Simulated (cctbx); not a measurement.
## Interatomic vectors of Sc7Zn2Cr2Ga10

Space group C2/m (no. 12), a = 11.0540 Å, b = 8.4630 Å, c = 8.3880 Å, α = 90.00°, β = 105.75°, γ = 90.00°, content Ga20 Zn4 Cr4 Sc14.

The data are simulated with cctbx, not measured: synchrotron X-rays, λ = 0.6889 Å, to d = 0.6 Å, 50 % of the full sphere, strongest reflection 40000 counts, noise from counting, a 4 % proportional error and a noise floor of 4 counts (s.d.); no absorption.

Patterson synthesis, origin scaled to 1000:

```text
Patterson group C 1 2/m 1
      u       v       w   height  length (A)
  0.000   0.000   0.000   1000.0     0.00
  0.135   0.302   0.518    385.5     5.33
  0.246   0.000   0.708    332.7     4.12
  0.019   0.500   0.703    317.5     4.95
  0.052   0.000   0.403    288.8     3.27
  0.217   0.000   0.605    238.3     4.59
  0.000   0.393   0.000    224.4     3.33
  0.232   0.500  -0.008    223.1     4.96
  0.118   0.199   0.793    209.1     2.96
  0.208   0.500   0.902    200.2     4.99
  0.191   0.000   0.303    192.4     2.83
  0.188   0.300   0.916    185.4     3.47
  0.153   0.193   0.224    171.8     2.71
  0.104   0.302   0.184    156.0     3.04
```

**Question.** Which atom pairs make the peaks, and where is the heaviest atom?

A peak at u stands for all pairs with xi − xj = u, with weight Σ ZiZj against Σ Z² = 31298 at the origin. Peak heights follow these weights only roughly, since form factors, motion and series ripples differ, all vectors within 0.55 Å of a peak are counted as merged into it though the farther ones add only part of their weight, and F(000) is left out, which lowers the whole map:

| u | v | w | shortest length (Å) | height | 1000 ΣZiZj/ΣZ² | pairs in the cell |
| --- | --- | --- | --- | --- | --- | --- |
| 0.135 | 0.302 | 0.518 | 4.91 | 386 | 541 | 4 × Ga–Ga, 4 × Ga–Zn, 4 × Ga–Cr, 4 × Ga–Sc, 4 × Cr–Sc, 4 × Sc–Sc |
| 0.246 | 0.000 | 0.708 | 4.12 | 333 | 550 | 8 × Ga–Ga, 8 × Cr–Sc, 4 × Ga–Zn, 4 × Sc–Sc |
| 0.019 | 0.500 | 0.703 | 4.94 | 318 | 602 | 16 × Ga–Sc, 4 × Ga–Cr, 4 × Zn–Sc, 4 × Sc–Sc, 2 × Cr–Cr |
| 0.052 | 0.000 | 0.403 | 3.27 | 289 | 421 | 8 × Ga–Ga, 4 × Ga–Cr, 4 × Zn–Sc |
| 0.217 | 0.000 | 0.605 | 4.59 | 238 | 314 | 12 × Ga–Sc, 4 × Cr–Sc |
| 0.000 | 0.393 | 0.000 | 3.33 | 224 | 302 | 8 × Ga–Ga, 4 × Sc–Sc |
| 0.232 | 0.500 | -0.008 | 2.94 | 223 | 323 | 8 × Ga–Sc, 4 × Zn–Cr, 4 × Cr–Sc |
| 0.118 | 0.199 | 0.793 | 2.96 | 209 | 422 | 4 × Ga–Ga, 4 × Ga–Cr, 4 × Ga–Sc, 4 × Cr–Sc, 4 × Sc–Sc |
| 0.208 | 0.500 | 0.902 | 3.11 | 200 | 206 | 4 × Ga–Ga, 4 × Ga–Sc |
| 0.191 | 0.000 | 0.303 | 2.83 | 192 | 215 | 4 × Ga–Ga, 4 × Zn–Cr |

The table stops at ten peaks or at a height of 45, below which ripples compete. In the model behind the data Ga, the heaviest element, has 3 independent sites: (0.7245, 0, 0.9169), (0.3497, 0.8112, 0.4433) and (0.5972, 0.7872, 0.1536), up to an allowed shift of origin; the Ga–Ga vectors are differences of these positions and their symmetry mates. Elements of similar Z can't be told apart from the map alone. The whole model:

```csv
atom,mult.,x,y,z,Ueq (Å²)
Ga1,4,0.7245,0,0.9169,0.0229
Ga2,8,0.3497,0.8112,0.4433,0.0151
Ga3,8,0.5972,0.7872,0.1536,0.0213
Zn1,4,0.9535,0,0.6492,0.0234
Cr1,4,0.7716,0,0.3499,0.0285
Sc1,8,0.6401,0.3140,0.8471,0.0256
Sc2,4,0.4995,0,0.6778,0.0207
Sc3,2,0,0,0,0.0164
```

This is a model crystal, built by substitution and not relaxed, with assumed displacement parameters.

[Logs are printed without paths, hosts, clocks, repeated set-up lines and the standing remarks that a program may print on its own settings, such as how far it seeks lower states.]
